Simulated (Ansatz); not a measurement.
Planning a run of Ansatz 0.2.0 on CdWO4 (P2/c). The input:

```yaml
crystal:
  lattice:
    - [5.04, 0.0, 0.0]
    - [0.0, 5.8701, 0.0]
    - [-0.1309573182, 0.0, 5.0824131071]
  atoms:
    - { symbol: Cd, position: [0.5, 0.69729, 0.25] }
    - { symbol: Cd, position: [0.5, 0.30271, 0.75] }
    - { symbol: W, position: [0.0, 0.17855, 0.25] }
    - { symbol: W, position: [0.0, 0.82145, 0.75] }
    - { symbol: O, position: [0.2018, 0.0955, 0.9504] }
    - { symbol: O, position: [0.7982, 0.0955, 0.5496] }
    - { symbol: O, position: [0.7982, 0.9045, 0.0496] }
    - { symbol: O, position: [0.2018, 0.9045, 0.4504] }
    - { symbol: O, position: [0.242, 0.3703, 0.3839] }
    - { symbol: O, position: [0.758, 0.3703, 0.1161] }
    - { symbol: O, position: [0.758, 0.6297, 0.6161] }
    - { symbol: O, position: [0.242, 0.6297, 0.8839] }
kpoints:
  mp_grid: { grid: [4, 4, 4] }
  band_path:
    path:
      - [0.0, 0.0, 0.0]
      - [0.0, 0.5, 0.0]
      - [0.0, 0.5, 0.5]
      - [0.0, 0.0, 0.5]
      - [-0.5, 0.0, 0.5]
      - [-0.5, 0.5, 0.5]
      - [-0.5, 0.5, 0.0]
      - [-0.5, 0.0, 0.0]
      - [0.1666666667, -0.5, -0.5]
      - [0.0, -0.5, 0.1666666667]
    npoints: 1
hamiltonian:
  xc: hse06
scf:
  occupations: { method: fixed }
  n_extra_bands: 8
output:
  eigenvalues: true
```

```sh
ansatz run input.yaml --threads 24 --pin off --max-ram 82944MiB --backend cuda --events-out ev --progress --plain --runs-dir out --devices 1 --max-vram 78GiB
```

**Question.** Estimate wall time and host memory on 1 × NVIDIA GB200 (shared by 2 runs) with 24 threads of Arm Neoverse V2, shared host.

It took 18 s; on shared hardware allow 8.9 s to 36 s. Peak host memory was 2.0 GiB. The sizes that set the cost: 2943 plane waves a state, 30 irreducible k points and 16 SCF cycles.

Exact exchange couples every pair of k points and filled bands, so it costs far more than a semilocal run.

[Paths, hosts, dates, memory and timing lines, banners, echoed tables and standing remarks are left out of the program output.]

[Logs are printed without paths, hosts, clocks, repeated set-up lines and the standing remarks that a program may print on its own settings, such as how far it seeks lower states.]

[Runs of the session that timed out or met a known fault of the program may be left out.]

[Cells called generated may have been cut or substituted from an entry of the Crystallography Open Database or the Materials Project.]

[Hosts, paths, dates, database ids (printed as entryN), source tags and the programs' standing remarks are cut or masked in the printed files.]
